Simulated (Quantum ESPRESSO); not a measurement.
# AlN (F-43m): from the cell to the phonon bands, part 3 of 3

Wanted: phonon bands, density of states and zone-centre response of AlN (F-43m).

Quantum ESPRESSO 7.5; DFT LDA, scalar-relativistic, plane waves, PseudoDojo norm-conserving pseudopotentials.

So far, highest frequency (cm⁻¹): step 7 (dispersion) 906. The relaxed cell has a = 4.333 Å (conventional setting).

**9. Modes with the sum rule**

A rigid shift of the crystal must cost nothing, but grids and finite bases break this; the acoustic sum rule is imposed before the matrix is diagonalised again. With Born charges the intensities follow, and the static dielectric tensor.

dynmat.in

```
 &input
    fildyn='x.dyn1',
    asr='simple',
    fileig='dynmat.eig',
    lperm=.true.,
 /
```

Started as:

```console
> dynmat.x -in dynmat.in > dynmat.out
```

Numbers of over 12 decimals in the logs are rounded to 6 here.

Log:

```text
[banner, memory and clock lines left out]
Program DYNMAT v.7.5

     Reading Dynamical Matrix from file x.dyn1
     ...Force constants read
     ...epsilon and Z* read
     A direction for q was not specified:TO-LO splitting will be absent

     Polarizability (A^3 units)
     multiply by 0.461537 for Clausius-Mossotti correction
         5.664569    0.000000    0.000000
         0.000000    5.664569    0.000000
         0.000000    0.000000    5.664569

     IR activities are in (D/A)^2/amu units

# mode   [cm-1]    [THz]      IR
    1      0.00    0.0000    0.0000
    2      0.00    0.0000    0.0000
    3      0.00    0.0000    0.0000
    4    669.50   20.0711   16.0152
    5    669.50   20.0711   16.0152
    6    669.50   20.0711   16.0152

Electronic dielectric permittivity tensor (relative, adimensional)
         4.500015    0.000000    0.000000
         0.000000    4.500015    0.000000
         0.000000    0.000000    4.500015

 ... with zone-center polar mode contributions
         8.246959    0.000000    0.000000
         0.000000    8.246959    0.000000
         0.000000    0.000000    8.246959
```

Elapsed: 0.56 s, on 1 thread of AMD EPYC 9B45 (Zen 5), shared host.

Read from the output:

```
mean static dielectric constant : 8.247
```

Unit eigenvectors of the mass-weighted matrix after the sum rule; no LO-TO term. Modes at Γ, with each element's share of the kinetic energy:

| mode | frequency (cm⁻¹) | symmetry | Al % | N % |
| --- | --- | --- | --- | --- |
| 1 | 0.0 | acoustic | 66 | 34 |
| 2 | 0.0 | acoustic | 66 | 34 |
| 3 | 0.0 | acoustic | 66 | 34 |
| 4 | 669.5 | T2 | 34 | 66 |
| 5 | 669.5 | T2 | 34 | 66 |
| 6 | 669.5 | T2 | 34 | 66 |

Displacements in mode 5 (669.5 cm⁻¹), the largest set to 1:
```
Al1  0.00  0.00 -0.52
N2   0.00  0.00  1.00
```

Degenerate modes summed, no LO-TO term. Lines of the infrared spectrum (strongest = 100):

| position (cm⁻¹) | lines merged | label | IR intensity, relative |
| --- | --- | --- | --- |
| 670 | 3 | T2 | 100 |

Static dielectric tensor (ions relaxed, fixed cell):

```
8.25 0.00 0.00
0.00 8.25 0.00
0.00 0.00 8.25
```

The rule moves no optical mode by more than 0.1 cm⁻¹.

**10. Sum rules set otherwise: a sum rule for molecules or wires on a crystal**

This rule also removes rotations, which suits molecules and not a crystal; it is tried to see the harm.

dynmat.in

```
 &input
    fildyn='x.dyn1',
    asr='zero-dim',
    fileig='dynmat.eig',
    lperm=.true.,
 /
```

Started as:

```console
> dynmat.x -in dynmat.in > dynmat.out
```

Log:

```text
[banner, memory and clock lines left out]
Program DYNMAT v.7.5

     Reading Dynamical Matrix from file x.dyn1
     ...Force constants read
     ...epsilon and Z* read
     Acoustic Sum Rule: || Z*(ASR) - Z*(orig)|| =    5.059835E+00
     Acoustic Sum Rule: ||dyn(ASR) - dyn(orig)||=    8.847342E-01
     A direction for q was not specified:TO-LO splitting will be absent

     Polarizability (A^3 units)
     multiply by 0.461537 for Clausius-Mossotti correction
         5.664569    0.000000    0.000000
         0.000000    5.664569    0.000000
         0.000000    0.000000    5.664569

     IR activities are in (D/A)^2/amu units

# mode   [cm-1]    [THz]      IR
    1     -0.00   -0.0000    0.0000
    2     -0.00   -0.0000    0.0000
    3     -0.00   -0.0000    0.0000
    4      0.00    0.0000    0.0000
    5      0.00    0.0000    0.0000
    6    669.50   20.0710   16.0152

Electronic dielectric permittivity tensor (relative, adimensional)
         4.500015    0.000000    0.000000
         0.000000    4.500015    0.000000
         0.000000    0.000000    4.500015

 ... with zone-center polar mode contributions
         5.749007   -1.248993   -1.248993
        -1.248993    5.749007    1.248993
        -1.248993    1.248993    5.749007
```

Elapsed: 0.55 s, on 1 thread.

The program raised no error, yet the settings are not those of a careful run.

The fault: a sum rule for molecules or wires on a crystal; 2 optical modes are projected out to zero frequency, as if they were rotations, and the static dielectric tensor is spoilt.

For a crystal the rule has to be 'simple' or 'crystal'.

Zone-centre frequencies as printed; negative means imaginary. Modes:

| mode | frequency (cm⁻¹) |
| --- | --- |
| 1 | 0 |
| 2 | 0 |
| 3 | 0 |
| 4 | 0 |
| 5 | 0 |
| 6 | 669.5 |

**11. Sum rules set otherwise (asr crystal)**

The rule can be imposed in more than one way; the choices should agree where the raw error is small.

dynmat.in

```
 &input
    fildyn='x.dyn1',
    asr='crystal',
    fileig='dynmat.eig',
    lperm=.true.,
 /
```

Started as:

```console
> dynmat.x -in dynmat.in > dynmat.out
```

Log:

```text
[banner, memory and clock lines left out]
Program DYNMAT v.7.5

     Reading Dynamical Matrix from file x.dyn1
     ...Force constants read
     ...epsilon and Z* read
     Acoustic Sum Rule: || Z*(ASR) - Z*(orig)|| =    3.773719E-03
     Acoustic Sum Rule: ||dyn(ASR) - dyn(orig)||=    1.738686E-05
     A direction for q was not specified:TO-LO splitting will be absent

     Polarizability (A^3 units)
     multiply by 0.461537 for Clausius-Mossotti correction
         5.664569    0.000000    0.000000
         0.000000    5.664569    0.000000
         0.000000    0.000000    5.664569

     IR activities are in (D/A)^2/amu units

# mode   [cm-1]    [THz]      IR
    1      0.00    0.0000    0.0000
    2      0.00    0.0000    0.0000
    3      0.00    0.0000    0.0000
    4    669.50   20.0710   16.0152
    5    669.50   20.0710   16.0152
    6    669.50   20.0710   16.0152

Electronic dielectric permittivity tensor (relative, adimensional)
         4.500015    0.000000    0.000000
         0.000000    4.500015    0.000000
         0.000000    0.000000    4.500015

 ... with zone-center polar mode contributions
         8.246993   -0.000000    0.000000
        -0.000000    8.246993    0.000000
         0.000000    0.000000    8.246993
```

Run time: 0.55 s. Hardware: 1 thread.

Zone-centre frequencies as printed; negative means imaginary. Modes:

| mode | frequency (cm⁻¹) |
| --- | --- |
| 1 | 0 |
| 2 | 0 |
| 3 | 0 |
| 4 | 669.5 |
| 5 | 669.5 |
| 6 | 669.5 |

Against the first rule no mode moves by more than 0.1 cm⁻¹.

**12. The LO-TO splitting (1 0 0)**

A longitudinal polar mode sets up a macroscopic field that stiffens it; the term hangs on the direction from which q goes to zero.

dynmat.in

```
 &input
    fildyn='x.dyn1',
    asr='simple',
    fileig='dynmat.eig',
    q(1)=1.0,
    q(2)=0.0,
    q(3)=0.0,
 /
```

Started as:

```console
> dynmat.x -in dynmat.in > dynmat.out
```

Log:

```text
[banner, memory and clock lines left out]
Program DYNMAT v.7.5

     Reading Dynamical Matrix from file x.dyn1
     ...Force constants read
     ...epsilon and Z* read

     Polarizability (A^3 units)
     multiply by 0.461537 for Clausius-Mossotti correction
         5.664569    0.000000    0.000000
         0.000000    5.664569    0.000000
         0.000000    0.000000    5.664569

     IR activities are in (D/A)^2/amu units

# mode   [cm-1]    [THz]      IR
    1     -0.00   -0.0000    0.0000
    2      0.00    0.0000    0.0000
    3      0.00    0.0000    0.0000
    4    669.50   20.0711   16.0152
    5    669.50   20.0711   16.0152
    6    906.34   27.1713   16.0152
```

Wall time 0.55 s (1 thread).

Read from the output:

* highest mode moved by the LO-TO term: 906.3 cm⁻¹

Zone-centre frequencies as printed; negative means imaginary. Modes:

| mode | frequency (cm⁻¹) |
| --- | --- |
| 1 | 0 |
| 2 | 0 |
| 3 | 0 |
| 4 | 669.5 |
| 5 | 669.5 |
| 6 | 906.3 |

The field moves one mode, from 670 to 906 cm⁻¹; the others stay.

**13. The dispersion under another sum rule (asr crystal)**

The sum rule corrects the force constants themselves, so it can shift branches at any wavevector, low ones most.

matdyn.in

```
 &input
    asr='crystal',
    flfrc='x.fc',
    flfrq='x.freq',
    flvec='x.modes',
    q_in_band_form=.true.,
    q_in_cryst_coord=.true.,
 /
8
  0.0000000   0.0000000   0.0000000   8  ! GAMMA
 -0.0000000   0.5000000   0.5000000   8  ! X
 -0.0000000   0.6250000   0.3750000   1  ! U
 -0.3750000   0.3750000   0.0000000   8  ! K
  0.0000000   0.0000000   0.0000000   8  ! GAMMA
  0.0000000   0.5000000   0.0000000   8  ! L
 -0.2500000   0.5000000   0.2500000   8  ! W
 -0.0000000   0.5000000   0.5000000   1  ! X
```

Started as:

```console
> matdyn.x -in matdyn.in > matdyn.out
```

Log:

```text
[banner, memory and clock lines left out]
Program MATDYN v.7.5

 mass for atomic type   1 not given; uses mass from file x.fc
 mass for atomic type   2 not given; uses mass from file x.fc
 Norm of the difference between old and new effective charges:    5.494e-17

 Norm of the difference between old and new force-constants:   2.17336e-06
```

The job ended after 0.56 s (1 thread).

At the labelled points the branches move by no more than 0.2 cm⁻¹.

**14. Results**

| Property | Result |
| --- | --- |
| space group after relaxation | F-43m |
| volume per atom | 10.2 Å³ |
| gap on the k-mesh | 3.27 eV |
| highest optical zone-centre mode (no LO-TO term) | 669.5 cm⁻¹ |
| highest mode moved by the LO-TO term | 906.3 cm⁻¹ |
| mean high-frequency dielectric constant | 4.5 |
| largest Born charge in size (third of the trace) | 2.53 e |
| mean static dielectric constant | 8.25 |
| q mesh | 4×4×4 |
| lowest mode on the q mesh (acoustic ones at the zone centre apart) | 165.4 cm⁻¹ |
| zero-point energy per atom | 98.7 meV |
| heat capacity at 300 K | 15.0 J/(mol atoms K) |
| vibrational entropy at 300 K | 10.0 J/(mol atoms K) |
| imaginary modes on the q mesh | none |

In words: AlN (F-43m) is dynamically stable on the 4×4×4 mesh; its spectrum reaches 906 cm⁻¹. At the LDA level the optical modes of AlN (F-43m) at the zone centre (no LO-TO term) lie at 670 cm⁻¹. Along the directions run, the highest mode that the macroscopic field moves lies at 906 cm⁻¹. Lattice motion raises the mean dielectric constant from 4.5 to 8.247. The Born charge of Al is 2.528 e against a formal charge of +3, somewhat under it. The Lyddane-Sachs-Teller relation holds: (ωLO/ωTO)² is 1.83 and ε₀/ε∞ is 1.83. These are harmonic frequencies at zero temperature: anharmonic shifts and linewidths and thermal expansion are left out. The structure comes from a database and need not be the phase that is stable at ambient conditions.

[Host names and launcher messages were left out of these logs when they were recorded.]

[Logs are printed without paths, hosts, clocks, repeated set-up lines and the standing remarks that a program may print on its own settings, such as how far it seeks lower states.]

[Hosts, paths, dates, database ids (printed as entryN), source tags and the programs' standing remarks are cut or masked in the printed files.]
